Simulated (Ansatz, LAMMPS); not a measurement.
# Squeezing and shearing glassy 65SnO2-35SiO2 (mol %) (60 atoms), part 2 of 3

Aim: relax glassy 65SnO2-35SiO2 (mol %) (60 atoms), then change its volume and shape to read moduli from the stress.

Ansatz 0.2.0; Kohn-Sham DFT, PBE, PAW (set soft_2), plane waves.

The cell: 13 Sn, 7 Si and 40 O. The quench rate of 10 K/ps is many orders above laboratory rates. The network of bonds at the start is that of the classical potential that made the cell. Only the Γ point is sampled.

So far. Step 2 (Single point at the start): The r.m.s. force at the start is 0.74 eV/Å. Step 3 (Cell and atoms relaxed): The relaxation converged after 24 steps, with a largest force component of 0.017 eV/Å.

## Step 4: Single point at the relaxed geometry

One more single point at the end of the walk gives the fuller output and checks the residual forces.

input.yaml

```yaml
crystal:
  lattice:
    - [9.12145, -0.03316, 0.03202]
    - [-0.03316, 9.65148, -0.37089]
    - [0.03202, -0.37089, 9.13601]
  atoms:
    - { symbol: Sn, position: [0.41078, 0.89062, 0.47788] }
    - { symbol: Sn, position: [0.021, 0.7292, 0.38705] }
    - { symbol: Sn, position: [0.31238, 0.30116, 0.02054] }
    - { symbol: Sn, position: [0.99476, 0.40199, 0.15645] }
    - { symbol: Sn, position: [0.66228, 0.83499, 0.79667] }
    - { symbol: Sn, position: [0.60006, 0.5127, 0.98161] }
    [... 48 atom lines left out ...]
    - { symbol: O, position: [0.48308, 0.21047, 0.60822] }
    - { symbol: O, position: [0.29436, 0.956, 0.65583] }
    - { symbol: O, position: [0.20563, 0.29667, 0.22768] }
    - { symbol: O, position: [0.10068, 0.58322, 0.20652] }
    - { symbol: O, position: [0.90305, 0.32797, 0.32515] }
    - { symbol: O, position: [0.27898, 0.82412, 0.06345] }
kpoints:
  mp_grid: { grid: [1, 1, 1] }
hamiltonian:
  xc: pbe
scf:
  occupations: { method: fixed }
output:
  forces: true
  stress: true
  populations: intrinsic
  dos:
    method: { smearing: { sigma: 0.08 } }
    de: 0.1
    projected: { site_lists: { O: [O], Si: [Si], Sn: [Sn] } }
  eigenvalues: true
  write_density: true
  write_potential: true
  volumetric_format: npy
```

The run is started by

```console
> ansatz run input.yaml --threads 4 --pin off --max-ram 8192MiB --backend cpu --events-out ev --progress --plain --runs-dir out
```

Numbers of over 12 decimals in the logs are rounded to 6 here.

What it wrote:

```text
[...]
Crystal: 60 atoms, lattice volume = 803.019 Å³
Basis set: ecut = 420 eV, 15691 PW (Γ), exchange–correlation on 128×144×128 points (8 copies of the dense FFT grid, shifted against one another)
Bands: 285, of which v1, the nominal top of the filled ones, is band 225 counted from 1 (224 counted from 0)
Symmetry: 1 space group operations
[...]
k-points: 1
[...]
SCF iter   1: F=—  HF=-105472.774789 eV  |F-HF|=—  |Δ(HF+E_count)|=         —  Δρ=3.25e-3  dr2=6.87e-2  ethr=1.77e-3  ⟨swp⟩=4.0  Hψ=1035  notcnv=0  defer=57
[...]
SCF iter  10: F=-105472.780690 eV  HF=-105472.780690 eV  |F-HF|=1.45e-8  |Δ(HF+E_count)|=   6.16e-8  Δρ=1.85e-6  dr2=2.97e-8  ethr=2.22e-11  ⟨swp⟩=19.0  Hψ=2456  notcnv=0
SCF 1 converged in 10 iterations: F = -105472.780690 eV  dr2 = 2.97e-8
[...]
SCF converged after 10 iterations
Free energy (F): -105472.780690 eV
[...]
Internal energy: -105472.780690 eV  (E = F + TS)
E sigma→0 (E₀):  -105472.780690 eV
Fermi energy:    5.941316 eV
[...]
--- Forces (eV/Å), atoms counted from 1 ---
  atom   1  Sn    -0.00352135    -0.00421067     0.00223146
  atom   2  Sn     0.00263061     0.00413484    -0.00875148
  atom   3  Sn     0.00266791    -0.00877571     0.00148742
  atom   4  Sn     0.00140803    -0.00870473     0.01488671
  atom   5  Sn     0.00758477     0.00294212     0.00380207
  atom   6  Sn     0.00139358     0.01139616     0.00616980
  atom   7  Sn    -0.00541597    -0.01222864    -0.01038627
  atom   8  Sn     0.00152989     0.00880858     0.00418718
  atom   9  Sn     0.00136094    -0.00168596    -0.00015361
  atom  10  Sn     0.00221104     0.00052070     0.00078912
  atom  11  Sn     0.00083420     0.00651788     0.00927092
  atom  12  Sn    -0.00071112    -0.00032060     0.00110509
  atom  13  Sn    -0.00531756    -0.00828251    -0.00462027
  atom  14  Si    -0.00294160     0.01016815    -0.00965839
[...]
atom  59  O      0.00171953    -0.00149093    -0.00116208
  atom  60  O      0.00568022    -0.00683742     0.00524079
  max |Σ_I F_I| component: 4.15e-5 eV/Å
--- Stress (GPa, compression-positive) ---
        0.004602       0.002099      -0.003081
        0.002100      -0.016243       0.009398
       -0.003081       0.009397       0.005117
  P = ⅓ Tr σ = -0.0022 GPa (-0.022 kbar)
--- Band table (eV) ---
[...]
--- intrinsic populations: 60 sites ---
  site symbol       q [e]
     0     Sn     12.3171
     1     Sn     12.2439
     2     Sn     12.2714
[...]
59      O      6.8989
  spilling = 0.000000 (of n_electrons = 450.000000)
```

The job ended after 7.9 s (4 threads of Arm Neoverse V2, shared host; peak memory 1 GiB).

The run gave:

- free energy: -105472.7807 eV
- free energy per atom: -1757.8797 eV/atom
- SCF cycles: 10
- pressure: -0.002175 GPa
- r.m.s. force component: 0.00486 eV/Å
- longest force: 0.01881 eV/Å
- Fermi energy: 5.941 eV
- gap (highest filled to lowest empty level): 1.285 eV

## Step 5: Volume -3 %

The relaxed cell is scaled evenly and the atoms are relaxed again; the stress at the end gives one point of P(V).

input.yaml, the sections that differ from step 4:

```yaml
crystal:
  lattice:
    - [9.02931, -0.03283, 0.0317]
    - [-0.03283, 9.55398, -0.36714]
    - [0.0317, -0.36714, 9.04372]
  atoms:
    [... the 60 atom lines of step 4 ...]
output:
  forces: true
  eigenvalues: true
  stress: true
relax:
  f_tol: 0.05
  max_steps: 70
# kpoints, hamiltonian, scf: as in step 4
```

What it wrote:

```text
Warning: output.stress: scf.convergence.dr2_threshold = 1e-7 eV (the SCF's general default) is looser than the 6e-9 eV advised for a printed stress (1e-10 eV for each atom of the cell: 60). What an SCF threshold leaves in a stress goes as its square root, and in the free energy as the threshold itself, and one threshold admits the most on a small cell: [...]
[...]
Crystal: 60 atoms, lattice volume = 778.929 Å³
Basis set: ecut = 420 eV, 15195 PW (Γ), exchange–correlation on 128×128×128 points (8 copies of the dense FFT grid, shifted against one another)
Bands: 285, of which v1, the nominal top of the filled ones, is band 225 counted from 1 (224 counted from 0)
Symmetry: 1 space group operations
[...]
k-points: 1
[...]
SCF iter   1: F=—  HF=-105472.379941 eV  |F-HF|=—  |Δ(HF+E_count)|=         —  Δρ=3.24e-3  dr2=7.00e-2  ethr=1.77e-3  ⟨swp⟩=4.0  Hψ=1034  notcnv=0  defer=58
[...]
SCF iter   6: F=-105472.387114 eV  HF=-105472.387122 eV  |F-HF|=8.20e-6  |Δ(HF+E_count)|=   3.06e-5  Δρ=5.70e-5  dr2=2.53e-5  ethr=1.39e-8  ⟨swp⟩=14.0  Hψ=1568  notcnv=0
SCF 1 converged in 6 iterations: F = -105472.387114 eV  dr2 = 2.53e-5
[...]
relax step   1: F+E_penalty+E_count = -105472.38711365 eV  Δ(F+E_penalty+E_count) = +0.000e0 eV  max|allowed force component| = 3.777e-1 eV/Å  Δτ_max = 0.0000 Å  (6 SCF iters, dr2 threshold 6.25e-5 eV, accepted)
[...]
relax step   2: F+E_penalty+E_count = -105472.48306711 eV  Δ(F+E_penalty+E_count) = -9.595e-2 eV  max|allowed force component| = 2.793e-1 eV/Å  Δτ_max = 0.0387 Å  (6 SCF iters, dr2 threshold 8.91e-6 eV, accepted)
[...]
relax step   3: F+E_penalty+E_count = -105472.52510619 eV  Δ(F+E_penalty+E_count) = -4.204e-2 eV  max|allowed force component| = 1.332e-1 eV/Å  Δτ_max = 0.0312 Å  (7 SCF iters, dr2 threshold 4.88e-6 eV, accepted)
relax step   4: F+E_penalty+E_count = -105472.46584968 eV  Δ(F+E_penalty+E_count) = +5.926e-2 eV  max|allowed force component| = 1.248e0 eV/Å  Δτ_max = 0.0668 Å  (8 SCF iters, dr2 threshold 4.04e-6 eV, rejected (line search))
[...]
relax step   5: F+E_penalty+E_count = -105472.53717807 eV  Δ(F+E_penalty+E_count) = -1.207e-2 eV  max|allowed force component| = 4.953e-2 eV/Å  Δτ_max = 0.0334 Å  (9 SCF iters, accepted)
SCF converged after 9 iterations
Free energy (F): -105472.537178 eV
[...]
Internal energy: -105472.537178 eV  (E = F + TS)
E sigma→0 (E₀):  -105472.537178 eV
Fermi energy:    6.359913 eV
[...]
--- Forces (eV/Å), atoms counted from 1 ---
  atom   1  Sn     0.00737353     0.01829757    -0.02037880
  atom   2  Sn     0.00245721     0.01138212     0.01487456
  atom   3  Sn    -0.01169525    -0.00167654    -0.01224441
  atom   4  Sn    -0.00653741     0.01205027     0.00393230
  atom   5  Sn     0.00409371    -0.00968923    -0.00643546
  atom   6  Sn    -0.01239908     0.01762655     0.01256124
  atom   7  Sn     0.01701021    -0.00353515     0.00238561
  atom   8  Sn     0.01246699    -0.00090313    -0.02736389
  atom   9  Sn     0.00703918    -0.00461930     0.01401356
  atom  10  Sn     0.01914014     0.01654992    -0.02246313
  atom  11  Sn    -0.00815934    -0.00522843     0.00609842
  atom  12  Sn     0.00998249    -0.01765541     0.00757803
  atom  13  Sn     0.00099662    -0.00285331     0.00852602
  atom  14  Si     0.02316815    -0.02802597    -0.03139514
[...]
atom  59  O      0.00043443    -0.02228097     0.02701250
  atom  60  O     -0.00492183    -0.01018073     0.01176734
  max |Σ_I F_I| component: 3.79e-5 eV/Å
--- Stress (GPa, compression-positive) ---
        3.349247       0.059716      -0.024227
        0.059716       3.262078       0.022921
       -0.024227       0.022920       3.329995
  P = ⅓ Tr σ = 3.3138 GPa (33.138 kbar)
--- Band table (eV) ---
[...]
--- Relaxed structure (5 steps of the walk, 4 accepted, 0 SCFs on fresh bases) ---
  F+E_penalty+E_count = -105472.53717807 eV   max|allowed force component| = 4.953e-2 eV/Å
  atoms:
    - { symbol: Sn, position: [0.411991, 0.888745, 0.480019] }
    - { symbol: Sn, position: [0.021172, 0.730869, 0.384094] }
    - { symbol: Sn, position: [0.313533, 0.303507, 0.021076] }
    - { symbol: Sn, position: [0.995550, 0.401474, 0.157323] }
[...]
- { symbol: O, position: [0.275041, 0.825988, 0.066346] }
```

The job ended after 27 s (4 threads; peak memory 0.98 GiB).

The program notes that the SCF threshold is loose for the stress.

The relaxation converged after 5 steps, 0.150 eV below its start, with a largest force component of 0.050 eV/Å.

Volume -3 %: the energy stands 0.244 eV above that of the reference, at a pressure of 3.31 GPa.

## Step 6: Volume +3 %

The relaxed cell is scaled to another volume.

Input and log are left out; they have the form of those shown for this kind of step.

Run time: 36 s. Hardware: 4 threads of Arm Neoverse V2, shared host; peak memory 1 GiB.

The relaxation converged after 6 steps, 0.130 eV below its start, with a largest force component of 0.029 eV/Å.

Volume +3 %: the energy stands 0.208 eV above that of the reference, at a pressure of -2.79 GPa.

## Step 7: Volume -6 %

The relaxed cell is scaled to another volume.

Input and log are left out; they have the form of those shown for this kind of step.

Run time: 40 s. Hardware: 4 threads of Arm Neoverse V2, shared host; peak memory 0.95 GiB; 2.5 min of CPU time.

The relaxation converged after 7 steps, 0.674 eV below its start, with a largest force component of 0.037 eV/Å.

Volume -6 %: the energy stands 0.982 eV above that of the reference, at a pressure of 6.72 GPa.

## Step 8: Volume +6 %

The relaxed cell is scaled to another volume.

Input and log are left out; they have the form of those shown for this kind of step.

It took 77 s on 4 threads of Arm Neoverse V2, shared host; peak memory 1 GiB; 4.8 min of CPU time.

The relaxation converged after 12 steps, 0.532 eV below its start, with a largest force component of 0.043 eV/Å.

Volume +6 %: the energy stands 0.768 eV above that of the reference, at a pressure of -4.12 GPa.

## Step 9: Volume -10 %

The relaxed cell is scaled to another volume.

input.yaml, the sections that differ from step 5:

```yaml
crystal:
  lattice:
    - [8.80666, -0.03202, 0.03091]
    - [-0.03202, 9.3184, -0.35809]
    - [0.03091, -0.35809, 8.82072]
  atoms:
    [... the 60 atom lines of step 4 ...]
# kpoints, hamiltonian, scf, output, relax: as in step 5
```

What it wrote:

```text
[...]
Crystal: 60 atoms, lattice volume = 722.717 Å³
Basis set: ecut = 420 eV, 14157 PW (Γ), exchange–correlation on 120×128×120 points (8 copies of the dense FFT grid, shifted against one another)
Bands: 285, of which v1, the nominal top of the filled ones, is band 225 counted from 1 (224 counted from 0)
Symmetry: 1 space group operations
[...]
k-points: 1
[...]
SCF iter   1: F=—  HF=-105467.803972 eV  |F-HF|=—  |Δ(HF+E_count)|=         —  Δρ=3.46e-3  dr2=8.73e-2  ethr=1.77e-3  ⟨swp⟩=4.0  Hψ=1045  notcnv=0  defer=58
[...]
SCF iter   5: F=—  HF=-105467.809979 eV  |F-HF|=—  |Δ(HF+E_count)|=   3.15e-5  Δρ=1.05e-4  dr2=7.79e-5  ethr=9.55e-8  ⟨swp⟩=2.0  Hψ=377  notcnv=0  defer=58
SCF iter   6: F=-105467.810007 eV  HF=-105467.810011 eV  |F-HF|=4.85e-6  |Δ(HF+E_count)|=   3.28e-5  Δρ=5.28e-5  dr2=1.87e-5  ethr=1.39e-8  ⟨swp⟩=15.0  Hψ=1578  notcnv=0
SCF 1 converged in 6 iterations: F = -105467.810007 eV  dr2 = 1.87e-5
[...]
relax step   1: F+E_penalty+E_count = -105467.81000655 eV  Δ(F+E_penalty+E_count) = +0.000e0 eV  max|allowed force component| = 1.470e0 eV/Å  Δτ_max = 0.0000 Å  (6 SCF iters, dr2 threshold 6.25e-5 eV, accepted)
[...]
relax step   2: F+E_penalty+E_count = -105469.05821138 eV  Δ(F+E_penalty+E_count) = -1.248e0 eV  max|allowed force component| = 1.076e0 eV/Å  Δτ_max = 0.1192 Å  (6 SCF iters, dr2 threshold 1.00e-4 eV, accepted)
[...]
relax step   3: F+E_penalty+E_count = -105469.64745296 eV  Δ(F+E_penalty+E_count) = -5.892e-1 eV  max|allowed force component| = 5.109e-1 eV/Å  Δτ_max = 0.1163 Å  (7 SCF iters, dr2 threshold 7.23e-5 eV, accepted)
relax step   4: F+E_penalty+E_count = -105469.85475061 eV  Δ(F+E_penalty+E_count) = -2.073e-1 eV  max|allowed force component| = 4.761e-1 eV/Å  Δτ_max = 0.2000 Å  (7 SCF iters, dr2 threshold 5.89e-5 eV, accepted)
relax step   5: F+E_penalty+E_count = -105469.88272614 eV  Δ(F+E_penalty+E_count) = -2.798e-2 eV  max|allowed force component| = 3.428e-1 eV/Å  Δτ_max = 0.2000 Å  (7 SCF iters, dr2 threshold 5.11e-5 eV, accepted)
relax step   6: F+E_penalty+E_count = -105469.92614668 eV  Δ(F+E_penalty+E_count) = -4.342e-2 eV  max|allowed force component| = 1.770e-1 eV/Å  Δτ_max = 0.0727 Å  (6 SCF iters, dr2 threshold 6.09e-5 eV, accepted)
relax step   7: F+E_penalty+E_count = -105469.94198007 eV  Δ(F+E_penalty+E_count) = -1.583e-2 eV  max|allowed force component| = 5.188e-2 eV/Å  Δτ_max = 0.0609 Å  (6 SCF iters, dr2 threshold 8.34e-6 eV, accepted)
[...]
relax step   8: F+E_penalty+E_count = -105469.94388672 eV  Δ(F+E_penalty+E_count) = -1.907e-3 eV  max|allowed force component| = 3.231e-2 eV/Å  Δτ_max = 0.0256 Å  (9 SCF iters, accepted)
SCF converged after 9 iterations
Free energy (F): -105469.943887 eV
[...]
Internal energy: -105469.943887 eV  (E = F + TS)
E sigma→0 (E₀):  -105469.943887 eV
Fermi energy:    7.531175 eV
[...]
Σ components = -105469.943887   (vs F -105469.943887, Δ=0.00e0)
--- Forces (eV/Å), atoms counted from 1 ---
  atom   1  Sn     0.01282106    -0.00468745    -0.01453426
  atom   2  Sn    -0.00191771    -0.00213403     0.01313106
  atom   3  Sn     0.00412586    -0.00714285    -0.01468918
  atom   4  Sn     0.01788318     0.00180430     0.01487592
[...]
atom  60  O     -0.00533504     0.00407925    -0.00254038
  max |Σ_I F_I| component: 2.73e-5 eV/Å
--- Stress (GPa, compression-positive) ---
       12.342379       0.170903      -0.139769
        0.170903      11.446887       0.564684
       -0.139770       0.564683      12.422560
  P = ⅓ Tr σ = 12.0706 GPa (120.706 kbar)
--- Band table (eV) ---
[...]
--- Relaxed structure (8 steps of the walk, 8 accepted, 0 SCFs on fresh bases) ---
  F+E_penalty+E_count = -105469.94388672 eV   max|allowed force component| = 3.231e-2 eV/Å
  atoms:
    - { symbol: Sn, position: [0.416347, 0.891784, 0.480004] }
    - { symbol: Sn, position: [0.023999, 0.736338, 0.377265] }
    - { symbol: Sn, position: [0.314120, 0.311495, 0.026655] }
    - { symbol: Sn, position: [0.998063, 0.409228, 0.163300] }
[...]
- { symbol: O, position: [0.251215, 0.825534, 0.066214] }
```

The job ended after 43 s (4 threads; peak memory 0.93 GiB).

The relaxation converged after 8 steps, 2.13 eV below its start, with a largest force component of 0.032 eV/Å.

Volume -10 %: the energy stands 2.84 eV above that of the reference, at a pressure of 12.1 GPa.

## Step 10: Stretched by 1 % along x

The relaxed cell is strained along x alone, which gives the stiffness along x and its coupling to y and z.

input.yaml, the sections that differ from step 9:

```yaml
crystal:
  lattice:
    - [9.21266, -0.03316, 0.03202]
    - [-0.03349, 9.65148, -0.37089]
    - [0.03234, -0.37089, 9.13601]
  atoms:
    [... the 60 atom lines of step 4 ...]
# kpoints, hamiltonian, scf, output, relax: as in step 9
```

What it wrote:

```text
[...]
Crystal: 60 atoms, lattice volume = 811.049 Å³
Basis set: ecut = 420 eV, 15843 PW (Γ), exchange–correlation on 128×144×128 points (8 copies of the dense FFT grid, shifted against one another)
Bands: 285, of which v1, the nominal top of the filled ones, is band 225 counted from 1 (224 counted from 0)
Symmetry: 1 space group operations
[...]
k-points: 1
[...]
SCF iter   1: F=—  HF=-105472.703087 eV  |F-HF|=—  |Δ(HF+E_count)|=         —  Δρ=3.27e-3  dr2=6.91e-2  ethr=1.77e-3  ⟨swp⟩=4.0  Hψ=1035  notcnv=0  defer=57
[...]
SCF iter   6: F=-105472.708239 eV  HF=-105472.708248 eV  |F-HF|=9.35e-6  |Δ(HF+E_count)|=   2.72e-5  Δρ=5.85e-5  dr2=2.93e-5  ethr=1.39e-8  ⟨swp⟩=13.0  Hψ=1675  notcnv=0
SCF 1 converged in 6 iterations: F = -105472.708239 eV  dr2 = 2.93e-5
[...]
relax step   1: F+E_penalty+E_count = -105472.70823874 eV  Δ(F+E_penalty+E_count) = +0.000e0 eV  max|allowed force component| = 3.322e-1 eV/Å  Δτ_max = 0.0000 Å  (6 SCF iters, dr2 threshold 6.25e-5 eV, accepted)
[...]
relax step   2: F+E_penalty+E_count = -105472.73005331 eV  Δ(F+E_penalty+E_count) = -2.181e-2 eV  max|allowed force component| = 1.904e-1 eV/Å  Δτ_max = 0.0180 Å  (6 SCF iters, dr2 threshold 6.90e-6 eV, accepted)
[...]
relax step   3: F+E_penalty+E_count = -105472.73928023 eV  Δ(F+E_penalty+E_count) = -9.227e-3 eV  max|allowed force component| = 5.901e-2 eV/Å  Δτ_max = 0.0128 Å  (8 SCF iters, accepted)
relax step   4: F+E_penalty+E_count = -105472.72848892 eV  Δ(F+E_penalty+E_count) = +1.079e-2 eV  max|allowed force component| = 1.680e-1 eV/Å  Δτ_max = 0.0786 Å  (10 SCF iters, rejected (line search))
[...]
relax step   5: F+E_penalty+E_count = -105472.74194416 eV  Δ(F+E_penalty+E_count) = -2.664e-3 eV  max|allowed force component| = 4.037e-2 eV/Å  Δτ_max = 0.0235 Å  (9 SCF iters, accepted)
SCF converged after 9 iterations
Free energy (F): -105472.741944 eV
[...]
Internal energy: -105472.741944 eV  (E = F + TS)
E sigma→0 (E₀):  -105472.741944 eV
Fermi energy:    5.809324 eV
[...]
--- Forces (eV/Å), atoms counted from 1 ---
  atom   1  Sn     0.01670653    -0.00420676    -0.00683395
  atom   2  Sn    -0.02660882     0.00999498     0.01077679
  atom   3  Sn     0.00777481     0.01467155    -0.01244824
  atom   4  Sn    -0.00540660     0.00115755     0.00358447
  atom   5  Sn    -0.00099932    -0.00634864     0.00021898
  atom   6  Sn     0.00889577     0.02361432     0.02283470
  atom   7  Sn    -0.02531914    -0.01035265     0.00646258
  atom   8  Sn     0.02697780    -0.02852234    -0.02936488
  atom   9  Sn    -0.02352952    -0.03495191     0.00201945
  atom  10  Sn    -0.01139750     0.00627688    -0.01020010
  atom  11  Sn    -0.00265376     0.01010345     0.01332707
  atom  12  Sn     0.01377419     0.01436504     0.00531084
  atom  13  Sn     0.01960676     0.01090584    -0.00598041
  atom  14  Si    -0.00348964     0.00797819    -0.01399030
[...]
atom  59  O      0.02401418     0.00949789    -0.01461561
  atom  60  O     -0.00151458    -0.00353950     0.00529635
  max |Σ_I F_I| component: 3.74e-5 eV/Å
--- Stress (GPa, compression-positive) ---
       -1.488641      -0.070131      -0.058009
       -0.070130      -0.709563      -0.023315
       -0.058010      -0.023316      -0.735875
  P = ⅓ Tr σ = -0.9780 GPa (-9.780 kbar)
--- Band table (eV) ---
[...]
--- Relaxed structure (5 steps of the walk, 4 accepted, 0 SCFs on fresh bases) ---
  F+E_penalty+E_count = -105472.74194416 eV   max|allowed force component| = 4.037e-2 eV/Å
  atoms:
    - { symbol: Sn, position: [0.411132, 0.889742, 0.477379] }
    - { symbol: Sn, position: [0.022293, 0.729328, 0.386616] }
    - { symbol: Sn, position: [0.311348, 0.300377, 0.021156] }
    - { symbol: Sn, position: [0.994836, 0.401289, 0.156569] }
[...]
- { symbol: O, position: [0.279224, 0.823546, 0.062770] }
```

It took 31 s on 4 threads; peak memory 1 GiB; 2 min of CPU time.

The relaxation converged after 5 steps, 0.0337 eV below its start, with a largest force component of 0.040 eV/Å.

Stretched by 1 % along x: the energy stands 0.0387 eV above that of the reference, at a pressure of -0.978 GPa.

[end of part 2 of 3]

[Logs are printed without paths, hosts, clocks, repeated set-up lines and the standing remarks that a program may print on its own settings, such as how far it seeks lower states.]

[Hosts, paths, dates, database ids (printed as entryN), source tags and the programs' standing remarks are cut or masked in the printed files.]
